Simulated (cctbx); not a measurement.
# Symmetry from intensities

Cell: a = 14.1110 Å, b = 6.3590 Å, c = 7.9600 Å, α = 90.00°, β = 90.00°, γ = 90.00°. Expected content of the cell: Ba8 P8 O20.

Simulated single-crystal data (cctbx): Cu Kα, λ = 1.54184 Å, to d = 0.83 Å, 50 % of the full sphere, strongest reflection 5000 counts, noise from counting, a 6 % proportional error and a noise floor of 8 counts (s.d.); no absorption.

Tests on the unmerged data give:

```text
2634 reflections to d = 0.830 A
centring   violations  <I/sigma> of those
    A        298 of  1283      3.4
    B        306 of  1324      3.3
    C        290 of  1281      3.2
    I        279 of  1313      3.1
    R        406 of  1775      3.4
    F        447 of  1944      3.3
Laue class    unique    Rint  (classes that these axes allow; Friedel mates merged)
P -1             1976   0.053
P 1 2/m 1        1298   0.060
P 1 1 2/m        1283   0.061
P 2/m 1 1        1257   0.062
P m m m           778   0.068
space group    extra absences  I>4sigma  <I/sigma>
P 2 2 2                 0          0         -  acentric
P 2 2 21                8          0       0.2  acentric
P 21 2 2                8          0      -0.0  acentric
P 2 21 2                3          0       0.1  acentric
P 21 21 2              11          0       0.0  acentric
P 2 21 21              11          0       0.2  acentric
P 21 2 21              16          0       0.1  acentric
P 21 21 21             19          0       0.1  acentric
P m m 2                 0          0         -  acentric
P 2 m m                 0          0         -  acentric
P m 2 m                 0          0         -  acentric
P 21 m a               97          0      -0.1  acentric
P m 2 a                97          0      -0.1  acentric
P n m 21               53          0       0.1  acentric
P n 21 m               53          0       0.1  acentric
P n 21 a              150          0      -0.1  acentric
P m m m                 0          0         -  centric
P m m a                97          0      -0.1  centric
P n m m :1             53          0       0.1  centric
P n m m :2             53          0       0.1  centric
P n m a               150          0      -0.1  centric
Wilson B = 0.36 A^2   <|E^2-1|> = 1.276 (0.968 centric, 0.736 acentric)   E^2>4: 7.6 %
shell (A)         n   <I/sigma>
14.11 - 1.66    113      5.3
 1.66 - 1.32    100      5.5
 1.32 - 1.15     98      6.7
 1.15 - 1.05     99      4.3
 1.05 - 0.97     95      5.9
 0.97 - 0.91     88      7.1
 0.91 - 0.87     97      5.7
 0.87 - 0.83     88      5.7
```

Q: Read the symmetry from these tables.

Every centring test has many violations, so the lattice is primitive.

Rint stays low (0.053 to 0.068) up to P m m m, the highest class in these axes.

21 settings pass the absence test. The most absences obeyed, 150, belong to P n 21 a and P n m a, which absences can't tell apart.

⟨|E²−1|⟩ = 1.276 is above even the centric ideal, a mark of pseudo-translation (a class of systematically weak reflections). The Wilson B of 0.36 Å² means U ≈ 0.0046 Å².

The true group is Pnma (no. 62), Laue class mmm, centrosymmetric. The tables only narrow the choice to the tied entries; cell content, site symmetry and trial solutions must settle it.

This is a model crystal, built by substitution and not relaxed, with assumed displacement parameters.

[Logs are printed without paths, hosts, clocks, repeated set-up lines and the standing remarks that a program may print on its own settings, such as how far it seeks lower states.]
